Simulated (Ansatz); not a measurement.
# Rb (Im-3m, 1 atom in the cell): converging a phonon calculation, part 2 of 3

How do the frequencies of Rb (Im-3m, 1 atom in the cell) move with q mesh, k mesh and cutoff?

Ansatz 0.2.0; DFT PBEsol, scalar-relativistic, plane waves, PAW.

So far, highest frequency on the path or at a solved wavevector (cm⁻¹): 49.4 in steps 3, 4 and 6. The relaxed cell has a = 5.569 Å (conventional setting).

The database entry behind the starting cell lists a temperature near 78 K, so it need not match the best structure at ambient conditions.

**7. Comparing the runs**

Times are for 4 threads of Arm Neoverse V2, shared host. The runs compared:

| no. | q mesh | k-mesh | mean frequency (cm⁻¹) | zero-point energy per atom (meV) | lowest frequency on the path (cm⁻¹) | time | memory (GiB) |
| --- | --- | --- | --- | --- | --- | --- | --- |
| 1 | 2×2×2 | 12×12×12 | 31.5 | 5.86 | 0 | 15 s | 1.0 |
| 2 | 3×3×3 | 12×12×12 | 31.6 | 5.87 | 0 | 40 s | 1.6 |
| 3 | 6×6×6 | 12×12×12 | 31.6 | 5.88 | 0 | 4.5 min | 2.6 |

The runs together. Table of phonon density of states by wavenumber; read off at these points; values in 1/cm⁻¹/cell:

```csv
wavenumber (cm⁻¹),"2×2×2, 12×12×12","3×3×3, 12×12×12","6×6×6, 12×12×12"
0.5,1.5e-4,2.2e-4,9.0e-5
1.5,7.7e-4,6.5e-4,5.5e-4
3.5,0.00177,0.00201,0.00156
4.5,0.00306,0.00348,0.00281
5.5,0.00499,0.0061,0.00515
7.5,0.0140,0.0147,0.0140
8.5,0.0213,0.0203,0.0213
9.5,0.0316,0.0268,0.0309
11.5,0.0400,0.0388,0.0391
12.5,0.0425,0.0421,0.0428
13.5,0.0465,0.0465,0.0472
15.5,0.0562,0.0551,0.0556
16.5,0.0598,0.0597,0.0601
17.5,0.0645,0.0660,0.0665
19.5,0.0766,0.0782,0.0787
20.5,0.0760,0.0776,0.0759
21.5,0.0632,0.0652,0.0650
23.5,0.0575,0.0579,0.0570
24.5,0.0573,0.0578,0.0571
25.5,0.0576,0.0584,0.0576
26.5,0.0598,0.0595,0.0584
28.5,0.0673,0.0659,0.0635
29.5,0.0742,0.0734,0.0693
30.5,0.0904,0.0893,0.0815
31.5,0.0980,0.0919,0.0895
32.5,0.0919,0.0875,0.0869
33.5,0.0887,0.0866,0.0863
34.5,0.0821,0.0821,0.0845
36.5,0.0695,0.0773,0.0803
37.5,0.0669,0.0714,0.0728
38.5,0.0653,0.0696,0.0700
40.5,0.0705,0.0685,0.0686
41.5,0.0728,0.0713,0.0709
42.5,0.0813,0.0775,0.0777
44.5,0.134,0.123,0.126
45.5,0.168,0.183,0.190
46.5,0.158,0.145,0.156
48.5,0.0496,0.0577,0.0558
49.5,0.00434,0.0179,0.00701
```

The runs together, line C_V. The C_V by temperature; values in J/mol-atom/K:

| temperature (K) | 2×2×2, 12×12×12 | 3×3×3, 12×12×12 | 6×6×6, 12×12×12 |
| --- | --- | --- | --- |
| 0 | 0 | 0 | 0 |
| 50 | 23.1 | 23.1 | 23.1 |
| 100 | 24.5 | 24.5 | 24.5 |
| 150 | 24.7 | 24.7 | 24.7 |
| 200 | 24.8 | 24.8 | 24.8 |
| 250 | 24.9 | 24.9 | 24.9 |
| 300 | 24.9 | 24.9 | 24.9 |
| 350 | 24.9 | 24.9 | 24.9 |
| 400 | 24.9 | 24.9 | 24.9 |
| 450 | 24.9 | 24.9 | 24.9 |
| 500 | 24.9 | 24.9 | 24.9 |
| 550 | 24.9 | 24.9 | 24.9 |
| 600 | 24.9 | 24.9 | 24.9 |
| 650 | 24.9 | 24.9 | 24.9 |
| 700 | 24.9 | 24.9 | 24.9 |
| 750 | 24.9 | 24.9 | 24.9 |
| 800 | 24.9 | 24.9 | 24.9 |
| 850 | 24.9 | 24.9 | 24.9 |
| 900 | 24.9 | 24.9 | 24.9 |
| 950 | 24.9 | 24.9 | 24.9 |
| 1000 | 24.9 | 24.9 | 24.9 |

**8. Another k mesh, k-mesh 4×4×4, q mesh 2×2×2**

The k mesh is changed to 4×4×4 on a small fixed q mesh, to find the coarsest that serves.

File input.yaml:

```yaml
crystal:
  lattice:
    - [-2.7847293308, 2.7847293308, 2.7847293308]
    - [2.7847293308, -2.7847293308, 2.7847293308]
    - [2.7847293308, 2.7847293308, -2.7847293308]
  atoms:
    - { symbol: Rb, position: [0.0, 0.0, 0.0] }
kpoints:
  mp_grid: { grid: [4, 4, 4] }
hamiltonian:
  xc: pbesol
scf:
  occupations: { method: methfessel_paxton, width: 0.15 }
output:
  eigenvalues: true
phonons:
  method: dfpt
  qmesh: [2, 2, 2]
  temperatures: { t_max: 1000, t_step: 50 }
  qpath:
    path:
      - [[0.0, 0.0, 0.0], [0.5, -0.5, 0.5], [0.0, 0.0, 0.5], [0.0, 0.0, 0.0], [0.25, 0.25, 0.25], [0.5, -0.5, 0.5]]
      - [[0.25, 0.25, 0.25], [0.0, 0.0, 0.5]]
    npoints: 10
```

Started as:

```bash
ansatz run input.yaml --threads 4 --pin off --max-ram 7168MiB --backend cpu --events-out ev --progress --plain --runs-dir out
```

Numbers of over 12 decimals in the logs are rounded to 6 here.

The log of the run:

```text
[...]
Crystal: 1 atoms, lattice volume = 86.379 Å³
Basis set: ecut = 420 eV, 1721 PW (Γ), exchange–correlation on 72×72×72 points (8 copies of the dense FFT grid, shifted against one another)
Bands: 9, of which v1, the nominal top of the filled ones, is band 5 counted from 1 (4 counted from 0)
Symmetry: 48 space group operations
k-points: 8 of 64
[...]
SCF iter   1: F=—  HF=-3216.931690 eV  |F-HF|=—  |Δ(HF+E_count)|=         —  Δρ=6.11e-4  dr2=1.29e-4  ethr=1.77e-3  ⟨swp⟩=7.0  Hψ=578  notcnv=0
[...]
SCF iter   6: F=-3216.931802 eV  HF=-3216.931802 eV  |F-HF|=5.00e-12  |Δ(HF+E_count)|=  5.43e-10  S|Δr|=    0.00e0  Δρ=1.12e-7  dr2=7.52e-12  ethr=1.00e-12  ⟨swp⟩=7.0  Hψ=473  notcnv=0
SCF 1 converged in 6 iterations: F = -3216.931802 eV  dr2 = 7.52e-12
[...]
SCF converged after 6 iterations
[...]
Free energy (F): -3216.931802 eV
[...]
Internal energy: -3216.917430 eV  (E = F + TS)
E sigma→0 (E₀):  -3216.928209 eV
Entropy (-TS):   -0.014372 eV (-14.372 meV/atom)
Fermi energy:    2.084451 eV
[...]
--- Band table (eV; the first three rows and the last of 8) ---
[...]
ASR residual: 1.059e-4 → 0.000e0 eV/Å²; symmetrization residual: 5.921e-16 eV/Å²
  ASR residual per site (eV/Å²): 1.06e-4
  Γ frequencies (cm⁻¹): 0.00 0.00 0.00
--- Phonons (arbitrary-q DFPT): 3 irreducible q on the 2×2×2 mesh ---
[...]
interpolated dispersion: 62 rows × 3 modes
[...]
zero-point energy: 0.005340 eV/cell   skipped modes (ω ≤ 0): 13, of them read as no rigid motion or as one in doubt: 10 (4.541e-2 modes/cell left out, lowest -6.65 cm⁻¹)   left out of the sums: 1.54e-2 of the cell's modes: C_V's classical limit lies that fraction below 3 k_B per atom; for a crystal, a wire or a layer, F and S can be off by more, and a phonons.interpolated_qmesh denser along its periods is the remedy for the sampling
```

Elapsed: 2.1 s, on 4 threads of Arm Neoverse V2, shared host; peak memory 0.45 GiB; 6.6 s of CPU time.

The run finished; it serves as a test, and its numbers are not taken as the result.

**9. Another k mesh, k-mesh 6×6×6, q mesh 2×2×2**

The k mesh is changed to 6×6×6 on a small fixed q mesh, to find the coarsest that serves.

Changes to input.yaml since step 8:

```diff
@@ -8,3 +8,3 @@
 kpoints:
-  mp_grid: { grid: [4, 4, 4] }
+  mp_grid: { grid: [6, 6, 6] }
 hamiltonian:
```

The log of the run:

```text
[...]
Crystal: 1 atoms, lattice volume = 86.379 Å³
Basis set: ecut = 420 eV, 1721 PW (Γ), exchange–correlation on 72×72×72 points (8 copies of the dense FFT grid, shifted against one another)
Bands: 9, of which v1, the nominal top of the filled ones, is band 5 counted from 1 (4 counted from 0)
Symmetry: 48 space group operations
k-points: 16 of 216
[...]
SCF iter   1: F=—  HF=-3216.976316 eV  |F-HF|=—  |Δ(HF+E_count)|=         —  Δρ=6.17e-4  dr2=1.17e-4  ethr=1.77e-3  ⟨swp⟩=6.9  Hψ=1169  notcnv=0
[...]
SCF iter   7: F=-3216.976956 eV  HF=-3216.976956 eV  |F-HF|=0.00e0  |Δ(HF+E_count)|=  7.73e-12  S|Δr|=    0.00e0  Δρ=5.42e-8  dr2=3.47e-12  ethr=1.00e-12  ⟨swp⟩=7.4  Hψ=777  notcnv=0
SCF 1 converged in 7 iterations: F = -3216.976956 eV  dr2 = 3.47e-12
[...]
SCF converged after 7 iterations
[...]
Free energy (F): -3216.976956 eV
[...]
Internal energy: -3216.969094 eV  (E = F + TS)
E sigma→0 (E₀):  -3216.974991 eV
Entropy (-TS):   -0.007862 eV (-7.862 meV/atom)
Fermi energy:    2.109133 eV
[...]
--- Band table (eV; the first three rows and the last of 16) ---
[...]
ASR residual: 6.061e-5 → 0.000e0 eV/Å²; symmetrization residual: 7.217e-16 eV/Å²
  ASR residual per site (eV/Å²): 6.06e-5
  Γ frequencies (cm⁻¹): 0.00 0.00 0.00
--- Phonons (arbitrary-q DFPT): 3 irreducible q on the 2×2×2 mesh ---
[...]
interpolated dispersion: 62 rows × 3 modes
[...]
```

Elapsed: 3.5 s, on 4 threads; peak memory 0.51 GiB; 12 s of CPU time.

The run finished; it serves as a test, and its numbers are not taken as the result.

**10. Another k mesh, k-mesh 8×8×8, q mesh 2×2×2**

The k mesh is changed to 8×8×8 on a small fixed q mesh, to find the coarsest that serves.

Changes to input.yaml since step 9:

```diff
@@ -8,3 +8,3 @@
 kpoints:
-  mp_grid: { grid: [6, 6, 6] }
+  mp_grid: { grid: [8, 8, 8] }
 hamiltonian:
```

The log of the run:

```text
[...]
Crystal: 1 atoms, lattice volume = 86.379 Å³
Basis set: ecut = 420 eV, 1721 PW (Γ), exchange–correlation on 72×72×72 points (8 copies of the dense FFT grid, shifted against one another)
Bands: 9, of which v1, the nominal top of the filled ones, is band 5 counted from 1 (4 counted from 0)
Symmetry: 48 space group operations
k-points: 29 of 512
[...]
E sigma→0 (E₀):  -3216.985616 eV
Entropy (-TS):   -0.003257 eV (-3.257 meV/atom)
Fermi energy:    2.119520 eV
[...]
--- Band table (eV; the first three rows and the last of 29) ---
[...]
ASR residual: 6.735e-5 → 0.000e0 eV/Å²; symmetrization residual: 8.326e-16 eV/Å²
  ASR residual per site (eV/Å²): 6.74e-5
  Γ frequencies (cm⁻¹): 0.00 0.00 0.00
--- Phonons (arbitrary-q DFPT): 3 irreducible q on the 2×2×2 mesh ---
[...]
interpolated dispersion: 62 rows × 3 modes
[...]
[key lines of the parts left out:]
SCF converged after 7 iterations
Free energy (F): -3216.986431 eV
```

It took 5.9 s on 4 threads; peak memory 0.64 GiB; 22 s of CPU time.

Against step 4 (now k-mesh 8×8×8), the lowest mode on the q mesh (acoustic modes at Γ apart) goes from 8.75 cm⁻¹ to 8.02 cm⁻¹ and the logarithmic mean frequency goes from 28.7 cm⁻¹ to 28.4 cm⁻¹.

**11. Another k mesh, q mesh 2×2×2**

The k mesh is changed to 12×12×12 on a small fixed q mesh, to find the coarsest that serves.

Changes to input.yaml since step 10:

```diff
@@ -8,3 +8,3 @@
 kpoints:
-  mp_grid: { grid: [8, 8, 8] }
+  mp_grid: { grid: [12, 12, 12] }
 hamiltonian:
```

The log of the run:

```text
[...]
Crystal: 1 atoms, lattice volume = 86.379 Å³
Basis set: ecut = 420 eV, 1721 PW (Γ), exchange–correlation on 72×72×72 points (8 copies of the dense FFT grid, shifted against one another)
Bands: 9, of which v1, the nominal top of the filled ones, is band 5 counted from 1 (4 counted from 0)
Symmetry: 48 space group operations
k-points: 72 of 1728
[...]
E sigma→0 (E₀):  -3216.991018 eV
Entropy (-TS):   -0.001124 eV (-1.124 meV/atom)
Fermi energy:    2.085429 eV
[...]
--- Band table (eV; the first three rows and the last of 72) ---
[...]
ASR residual: 1.102e-5 → 0.000e0 eV/Å²; symmetrization residual: 2.220e-16 eV/Å²
  ASR residual per site (eV/Å²): 1.10e-5
  Γ frequencies (cm⁻¹): 0.00 0.00 0.00
--- Phonons (arbitrary-q DFPT): 3 irreducible q on the 2×2×2 mesh ---
[...]
interpolated dispersion: 62 rows × 3 modes
[...]
[key lines of the parts left out:]
SCF converged after 9 iterations
Free energy (F): -3216.991299 eV
```

It took 15 s on 4 threads; peak memory 1 GiB; 58 s of CPU time.

**12. Another k mesh, k-mesh 18×18×18, q mesh 2×2×2**

The k mesh is changed to 18×18×18 on a small fixed q mesh, to find the coarsest that serves.

Changes to input.yaml since step 11:

```diff
@@ -8,3 +8,3 @@
 kpoints:
-  mp_grid: { grid: [12, 12, 12] }
+  mp_grid: { grid: [18, 18, 18] }
 hamiltonian:
```

The log of the run:

```text
[...]
Crystal: 1 atoms, lattice volume = 86.379 Å³
Basis set: ecut = 420 eV, 1721 PW (Γ), exchange–correlation on 72×72×72 points (8 copies of the dense FFT grid, shifted against one another)
Bands: 9, of which v1, the nominal top of the filled ones, is band 5 counted from 1 (4 counted from 0)
Symmetry: 48 space group operations
k-points: 195 of 5832
[...]
E sigma→0 (E₀):  -3216.992591 eV
Entropy (-TS):   0.000182 eV (0.182 meV/atom)
Fermi energy:    2.099407 eV
[...]
--- Band table (eV; the first three rows and the last of 195) ---
[...]
ASR residual: 4.206e-6 → 0.000e0 eV/Å²; symmetrization residual: 2.313e-16 eV/Å²
  ASR residual per site (eV/Å²): 4.21e-6
  Γ frequencies (cm⁻¹): 0.00 0.00 0.00
--- Phonons (arbitrary-q DFPT): 3 irreducible q on the 2×2×2 mesh ---
[...]
interpolated dispersion: 62 rows × 3 modes
[...]
[key lines of the parts left out:]
SCF converged after 9 iterations
Free energy (F): -3216.992545 eV
```

Run time: 45 s. Hardware: 4 threads; peak memory 2.4 GiB.

Frequencies (cm⁻¹) solved at each irreducible wavevector; negative means imaginary. Frequencies by wavevector, by row:

| q in reciprocal lattice units | star | mode 1 | mode 2 | mode 3 |
| --- | --- | --- | --- | --- |
| 0 0 0 | 1 | 0 | 0 | 0 |
| 0 0 -0.5 | 6 | 9 | 30.8 | 49.6 |
| -0.5 -0.5 -0.5 | 1 | 46 | 46 | 46 |

Against step 4 (now k-mesh 18×18×18), the highest frequency on the path or at a solved wavevector goes from 49.4 to 49.6 cm⁻¹, the lowest mode on the q mesh (acoustic modes at Γ apart) goes from 8.75 cm⁻¹ to 9.01 cm⁻¹ and the Debye temperature (second moment) goes from 62 K to 63 K. The highest frequency on the path or at a solved wavevector moves by under 1 % between these two settings.

**13. Side by side**

Times are for 4 threads of Arm Neoverse V2, shared host. The series side by side:

| no. | k-mesh | lowest mode on the q mesh (acoustic modes at Γ apart) (cm⁻¹) | highest frequency on the path or at a solved wavevector (cm⁻¹) | time | memory (GiB) |
| --- | --- | --- | --- | --- | --- |
| 1 | 8×8×8 | 8.02 | 48.94 | 5.9 s | 0.64 |
| 2 | 12×12×12 | 8.75 | 49.43 | 15 s | 1.0 |
| 3 | 18×18×18 | 9.01 | 49.6 | 45 s | 2.4 |

The runs together. Table of phonon density of states by wavenumber; read off at these points; values in 1/cm⁻¹/cell:

```csv
wavenumber (cm⁻¹),8×8×8,12×12×12,18×18×18
0.5,1.9e-4,1.5e-4,1.4e-4
2.5,0.00104,9.4e-4,9.1e-4
3.5,0.00199,0.00177,0.0017
5.5,0.00576,0.00499,0.00476
7.5,0.0167,0.0140,0.0132
8.5,0.0265,0.0213,0.0198
10.5,0.0385,0.0381,0.0375
12.5,0.0434,0.0425,0.0423
14.5,0.0528,0.0514,0.0509
15.5,0.0571,0.0562,0.0558
17.5,0.0669,0.0645,0.0639
19.5,0.0777,0.0766,0.0762
20.5,0.0708,0.0760,0.0773
22.5,0.0579,0.0588,0.0592
24.5,0.0570,0.0573,0.0575
25.5,0.0579,0.0576,0.0576
27.5,0.0639,0.0631,0.0628
29.5,0.0768,0.0742,0.0736
30.5,0.0959,0.0904,0.0883
31.5,0.0984,0.0980,0.0980
32.5,0.0911,0.0919,0.0924
34.5,0.0799,0.0821,0.0829
35.5,0.0727,0.0741,0.0745
37.5,0.0667,0.0669,0.0670
39.5,0.0690,0.0674,0.0667
41.5,0.0762,0.0728,0.0721
42.5,0.0901,0.0813,0.0794
44.5,0.143,0.134,0.133
45.5,0.185,0.168,0.161
46.5,0.122,0.158,0.168
47.5,0.0720,0.0887,0.0935
49.5,0,0.00434,0.00886
```

The runs together, line C_V. Table of C_V, 8×8×8 = 12×12×12 = 18×18×18 by temperature:

| temperature (K) | C_V, 8×8×8 = 12×12×12 = 18×18×18 (J/mol-atom/K) |
| --- | --- |
| 0 | 0 |
| 50 | 23.1 |
| 100 | 24.5 |
| 150 | 24.7 |
| 200 | 24.8 |
| 250 | 24.9 |
| 300 | 24.9 |
| 350 | 24.9 |
| 400 | 24.9 |
| 450 | 24.9 |
| 500 | 24.9 |
| 550 | 24.9 |
| 600 | 24.9 |
| 650 | 24.9 |
| 700 | 24.9 |
| 750 | 24.9 |
| 800 | 24.9 |
| 850 | 24.9 |
| 900 | 24.9 |
| 950 | 24.9 |
| 1000 | 24.9 |

**14. Another cutoff, cutoff 170 eV, q mesh 2×2×2**

The cutoff is set to 170 eV on a small fixed q mesh.

Changes to input.yaml since step 12:

```diff
@@ -8,3 +8,3 @@
 kpoints:
-  mp_grid: { grid: [18, 18, 18] }
+  mp_grid: { grid: [12, 12, 12] }
 hamiltonian:
@@ -24 +24,3 @@
     npoints: 10
+basis:
+  ecutwfc: 170
```

The log of the run:

```text
Warning: basis.ecutwfc = 170 eV is below the records' recommended 420 eV, and the density's cutoff is lower with it unless basis.ecutrho_ratio is high enough to keep the records' density cutoff: compare with a run at a higher cutoff
[...]
Crystal: 1 atoms, lattice volume = 86.379 Å³
Basis set: ecut = 170 eV, 429 PW (Γ), exchange–correlation on 48×48×48 points (8 copies of the dense FFT grid, shifted against one another)
Bands: 9, of which v1, the nominal top of the filled ones, is band 5 counted from 1 (4 counted from 0)
Symmetry: 48 space group operations
k-points: 72 of 1728
[...]
SCF iter   1: F=—  HF=-3216.533402 eV  |F-HF|=—  |Δ(HF+E_count)|=         —  Δρ=8.81e-3  dr2=2.71e-2  ethr=1.77e-3  ⟨swp⟩=6.0  Hψ=4335  notcnv=0
[...]
SCF iter   8: F=-3216.533215 eV  HF=-3216.533215 eV  |F-HF|=8.19e-12  |Δ(HF+E_count)|=  2.75e-10  S|Δr|=    0.00e0  Δρ=7.37e-8  dr2=5.13e-12  ethr=1.00e-12  ⟨swp⟩=6.2  Hψ=2503  notcnv=0
SCF 1 converged in 8 iterations: F = -3216.533215 eV  dr2 = 5.13e-12
[...]
SCF converged after 8 iterations
[...]
Free energy (F): -3216.533215 eV
[...]
Internal energy: -3216.532079 eV  (E = F + TS)
E sigma→0 (E₀):  -3216.532931 eV
Entropy (-TS):   -0.001136 eV (-1.136 meV/atom)
Fermi energy:    2.095140 eV
[...]
--- Band table (eV; the first three rows and the last of 72) ---
[...]
ASR residual: 1.772e-4 → 0.000e0 eV/Å²; symmetrization residual: 1.243e-14 eV/Å²
  ASR residual per site (eV/Å²): 1.77e-4
  Γ frequencies (cm⁻¹): 0.00 0.00 0.00
--- Phonons (arbitrary-q DFPT): 3 irreducible q on the 2×2×2 mesh ---
[...]
interpolated dispersion: 62 rows × 3 modes
[...]
```

Wall time 4.9 s (4 threads); peak memory 0.49 GiB.

The run finished; it serves as a test, and its numbers are not taken as the result.

**15. Another cutoff, cutoff 230 eV, q mesh 2×2×2**

The cutoff is set to 230 eV on a small fixed q mesh.

Changes to input.yaml since step 14:

```diff
@@ -25,2 +25,2 @@
 basis:
-  ecutwfc: 170
+  ecutwfc: 230
```

The log of the run:

```text
[...]
Crystal: 1 atoms, lattice volume = 86.379 Å³
Basis set: ecut = 230 eV, 675 PW (Γ), exchange–correlation on 48×48×48 points (8 copies of the dense FFT grid, shifted against one another)
Bands: 9, of which v1, the nominal top of the filled ones, is band 5 counted from 1 (4 counted from 0)
Symmetry: 48 space group operations
k-points: 72 of 1728
[...]
SCF iter   1: F=—  HF=-3216.962565 eV  |F-HF|=—  |Δ(HF+E_count)|=         —  Δρ=1.01e-3  dr2=1.92e-4  ethr=1.77e-3  ⟨swp⟩=5.9  Hψ=4408  notcnv=0
[...]
SCF iter   9: F=-3216.963201 eV  HF=-3216.963201 eV  |F-HF|=1.36e-12  |Δ(HF+E_count)|=  8.19e-12  S|Δr|=    0.00e0  Δρ=4.15e-8  dr2=2.11e-12  ethr=1.00e-12  ⟨swp⟩=5.0  Hψ=2940  notcnv=0
SCF 1 converged in 9 iterations: F = -3216.963201 eV  dr2 = 2.11e-12
[...]
SCF converged after 9 iterations
[...]
Free energy (F): -3216.963201 eV
[...]
Internal energy: -3216.962074 eV  (E = F + TS)
E sigma→0 (E₀):  -3216.962919 eV
Entropy (-TS):   -0.001128 eV (-1.128 meV/atom)
Fermi energy:    2.088340 eV
[...]
--- Band table (eV; the first three rows and the last of 72) ---
[...]
ASR residual: 1.218e-4 → 0.000e0 eV/Å²; symmetrization residual: 1.545e-15 eV/Å²
  ASR residual per site (eV/Å²): 1.22e-4
  Γ frequencies (cm⁻¹): 0.00 0.00 0.00
--- Phonons (arbitrary-q DFPT): 3 irreducible q on the 2×2×2 mesh ---
[...]
interpolated dispersion: 62 rows × 3 modes
[...]
```

Wall time 5.4 s (4 threads); peak memory 0.56 GiB; 19 s of CPU time.

The run finished; it serves as a test, and its numbers are not taken as the result.

(Continued in part 3 of 3.)

[Logs are printed without paths, hosts, clocks, repeated set-up lines and the standing remarks that a program may print on its own settings, such as how far it seeks lower states.]

[Hosts, paths, dates, database ids (printed as entryN), source tags and the programs' standing remarks are cut or masked in the printed files.]
